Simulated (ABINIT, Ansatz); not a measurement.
**A GW run on Ga2O3 (C2/m) in ABINIT, with inputs changed**

What do changed inputs do to GW on Ga2O3 (C2/m)?

Calculated with ABINIT 10.8.3; PBE and many-body steps on it, plane waves.

This is a report of a sequence of runs, with most program output left out.

## 1. Starting point

It takes space group C2/m (No. 12, monoclinic). The conventional cell has a = 12.214 Å, b = 3.037 Å, c = 5.798 Å, α = 90.00°, β = 103.83°, γ = 90.00°. Nearest to Ga lie 4 O at 1.83 to 1.86 Å. Nearest to Ga lie 6 O at 1.94 to 2.07 Å. Nearest to O lie 3 Ga at 1.83 to 1.94 Å. O has 4 Ga at 1.86 to 2.07 Å nearest. O has 3 Ga at 1.83 to 1.94 Å nearest. Farther neighbours and most contacts between anions are not listed.

The cell and positions come from the Crystallography Open Database and are kept as given unless a step says otherwise.

## 2. Screening, 4×4×2 mesh, 156 bands, screening to 114.3 eV

This step: ABINIT 10.8.3; RPA screening on PBE, plane waves, norm-conserving pseudopotentials.

The RPA dielectric matrix is built and inverted for each q.

The input, run.abi:

```
acell 3*1.0 Angstrom
rprim 
  6.107000000000 -1.518550000000 0.000000000000
  6.107000000000 1.518550000000 0.000000000000
  -1.385988895900 0.000000000000 5.630008738000
ntypat 2
znucl 31 8
natom 10
typat 1 1 1 1 2 2 2 2 2 2
xred 
  0.090500000000 0.090500000000 0.794600000000
  0.909500000000 0.909500000000 0.205400000000
  0.658660000000 0.658660000000 0.314020000000
  0.341340000000 0.341340000000 0.685980000000
  0.164500000000 0.164500000000 0.109800000000
  0.835500000000 0.835500000000 0.890200000000
  0.173300000000 0.173300000000 0.563200000000
  0.826700000000 0.826700000000 0.436800000000
  0.495900000000 0.495900000000 0.256600000000
  0.504100000000 0.504100000000 0.743400000000
pp_dirpath "pseudos"
pseudos "Ga.upf, O.upf"
ecut 45
ngkpt 4 4 2
nshiftk 1
shiftk 0 0 0
kptopt 1
chksymbreak 0
istwfk *1
occopt 1
irdwfk 1
optdriver 3
nband 156
ecuteps 4.2
inclvkb 2
awtr 1
symchi 1
indata_prefix "in"
outdata_prefix "out"
tmpdata_prefix "tmp"
```

Launch:

```console
$ OMP_NUM_THREADS=1 mpirun -n 16 abinit run.abi > log
```

Wall time 12 min (16 MPI ranks of Arm Neoverse N1, shared host); peak memory 26 GiB.

Numbers from this step:

| Property | Result |
| --- | --- |
| ε∞ with local fields, on this mesh, along the program's q direction | 4.114 |
| the same without local fields | 4.324 |
| plasma frequency | 39.81 eV |
| plane waves in the screening matrix | 295 |

Local fields lower ε∞ by 5 %. On a Γ-centred mesh this coarse the value itself is usually too large, while a short band sum pulls it down.

## 3. Base

The self-energy is evaluated for the states that the input lists, and the levels follow from it, in one-shot runs by the linearised quasiparticle equation.

This step: G0W0 on PBE, plane waves, norm-conserving pseudopotentials.

run.abi: that of step 2 with these lines changed.

```diff
@@ -31,8 +31,17 @@
 irdwfk 1
-optdriver 3
+optdriver 4
 nband 156
+gwcalctyp 0
+ecutsigx 45
+symsigma 1
+nkptgw 2
+kptgw 
+  0.5000000000 0.5000000000 0.5000000000
+  0.0000000000 0.0000000000 0.0000000000
+bdgw 
+  59 62
+  59 62
 ecuteps 4.2
-inclvkb 2
-awtr 1
-symchi 1
+irdscr 1
+ppmodel 1
 indata_prefix "in"
```

It took 23 s on 16 MPI ranks; peak memory 9.8 GiB; 6.2 min of CPU time.

Numbers from this step:

```yaml
g0w0_gap_on_the_points_computed: 4.046 eV
starting_gap_on_the_mesh: 2.462 eV
k_of_the_valence_top: 0.5, 0.5, 0.5
k_of_the_conduction_bottom: 0, 0, 0
z_at_the_valence_top: 0.793
z_at_the_conduction_bottom: 0.844
least_direct_g0w0_gap_on_the_computed_points: 4.056 eV
```

The gap on the mesh goes from 2.46 eV to 4.05 eV, a correction of +1.58 eV.

## 4. Point off the mesh

run.abi: that of step 3 with these lines changed.

```diff
@@ -36,9 +36,7 @@
 symsigma 1
-nkptgw 2
+nkptgw 1
 kptgw 
-  0.5000000000 0.5000000000 0.5000000000
-  0.0000000000 0.0000000000 0.0000000000
+  0.137 0.291 0
 bdgw 
-  59 62
-  59 62
+  60 61
 ecuteps 4.2
```

Run time: 3.6 s. Hardware: 16 MPI ranks; peak memory 0.69 GiB; 48 s of CPU time.

The run stopped with an error after 3.6 s.

The program's words: k-point [ 1.3700E-01,  2.9100E-01,  0.0000E+00]  not in the list of k points treated in the preparatory SCF run. Change kptgw, or shiftk of previous run.

The fault put into this input: point off the mesh.

## 5. Side by side

Times are wall times on 16 MPI ranks of Arm Neoverse N1, shared host, good to a factor of about two. A run's time includes the screening step that it read.

```
 run   mesh  bands  screening cutoff (eV)  DFT gap (eV)  gap on the mesh (eV)  direct (eV)  ε∞ used    time
base  4×4×2    156                  114.3         2.462                 4.046        4.056     4.11  13 min
```

## 6. Results

```json
{
 "base": "4.046 eV",
 "known limits": "not at the basis limit; no spin-orbit coupling; coarse k mesh"
}
```

In words: Bands and cutoff are finite, so the gap is not at the basis limit. The miss can reach some tenths of an eV and take either sign; the mesh is an error of its own. In the G0W0 run levels were corrected at 2 k points alone, so a gap called «on the mesh» is the least over those, and an edge elsewhere would be missed. The 4×4×2 mesh is coarse for this cell, which bears on the long-range parts of exchange and screening. The many-body steps are scalar-relativistic: spin-orbit coupling is not in them.

[Paths, hosts, dates, memory and timing lines, banners, echoed tables and standing remarks are left out of the program output.]

[Logs are printed without paths, hosts, clocks, repeated set-up lines and the standing remarks that a program may print on its own settings, such as how far it seeks lower states.]

[Runs of the session that timed out or met a known fault of the program may be left out.]

[No measured gap is set beside runs whose start may be inverted or whose files or cutoffs have a known fault.]

[Hosts, paths, dates, database ids (printed as entryN), source tags and the programs' standing remarks are cut or masked in the printed files.]

[G0W0 gaps are taken among the corrected bands and points alone; a level outside them can change the order at an edge.]

[Where Ansatz stands beside ABINIT at settings called matched, ABINIT's density can come from a denser mesh and the files from another edition; pairs whose starting gaps differed by over 0.03 eV were left out, so agreement reads better than it is.]
